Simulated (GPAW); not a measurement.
**AlN (F-43m): refractive index against wavelength**

The refractive index of AlN (F-43m) below the direct gap (4.17 eV on the mesh) is read from one computed spectrum, n = √(Re ε).

The structure is cubic, space group F-43m (No. 216). The conventional cell has a = 4.368 Å, b = 4.368 Å, c = 4.368 Å, α = 90.00°, β = 90.00°, γ = 90.00°. Al on site a is surrounded by 4 N at 1.89 Å. N on site d is surrounded by 4 Al at 1.89 Å.

Method: GPAW 26.7.0, LDA, RPA, k-mesh 14×14×14, local fields up to 50 eV, Lorentzian half width 0.15 eV.

Launch of the response step: `OMP_NUM_THREADS=1 python df.py`. The run took 19 s, its band step included, on 1 thread of Arm Neoverse V1, with other jobs on the host.

```
wavelength (nm)  photon energy E (eV)       n
           1310                 0.946  2.1283
           1064                 1.165  2.1344
            850                 1.459  2.1449
            700                 1.771  2.1591
            633                 1.959  2.1694
            532                 2.331       ?
            450                 2.755  2.2305
```

In the single-oscillator model n² − 1 = E₀E_d/(E₀² − E²), so 1/(n² − 1) = E₀/E_d − E²/(E₀E_d) is linear in E².

Working, on the rows shown:

| x = E² (eV²) | y = 1/(n² − 1) |
| --- | --- |
| 0.895757 | 0.283313 |
| 1.35784 | 0.281241 |
| 2.12762 | 0.277732 |
| 3.13716 | 0.273096 |
| 3.83641 | 0.269811 |
| 7.59115 | 0.251564 |

Means: x̄ = 3.1577, ȳ = 0.27279. Σ(x − x̄)(y − ȳ) = -0.1402, Σ(x − x̄)² = 29.53. Slope = -0.1402 / 29.53 = -0.004748; intercept = ȳ − slope · x̄ = 0.28779. Turned back into n, the line misses the rows shown by at most 0.00076.

Task: Predict the last column of the withheld row from the fit.

Result: At x = 5.4314 the line gives y = 0.262, that is 2.1947. The run gave 2.1940, so the interpolation is off by 0.00073, 0.7 % of the range in the table.

Refitted with all rows, the slope is -0.004736 and the intercept 0.28777. These give E₀ = √(intercept/−slope) = 7.80 eV and E_d = E₀/intercept = 27.1 eV; E₀ is 1.9 times the direct gap. The electronic limit at long wavelengths, without lattice vibrations, is n = √(1 + 1/intercept) = 2.115. Excitons are left out; LDA gaps are as a rule too small. The values come from a sum over the points of one k-mesh and carry its error, which grows as the direct gap shrinks. The local-field cutoff holds few shells of reciprocal vectors for this small cell, so ε∞ can read a few per cent high.

[Logs are printed without paths, hosts, clocks, repeated set-up lines and the standing remarks that a program may print on its own settings, such as how far it seeks lower states.]
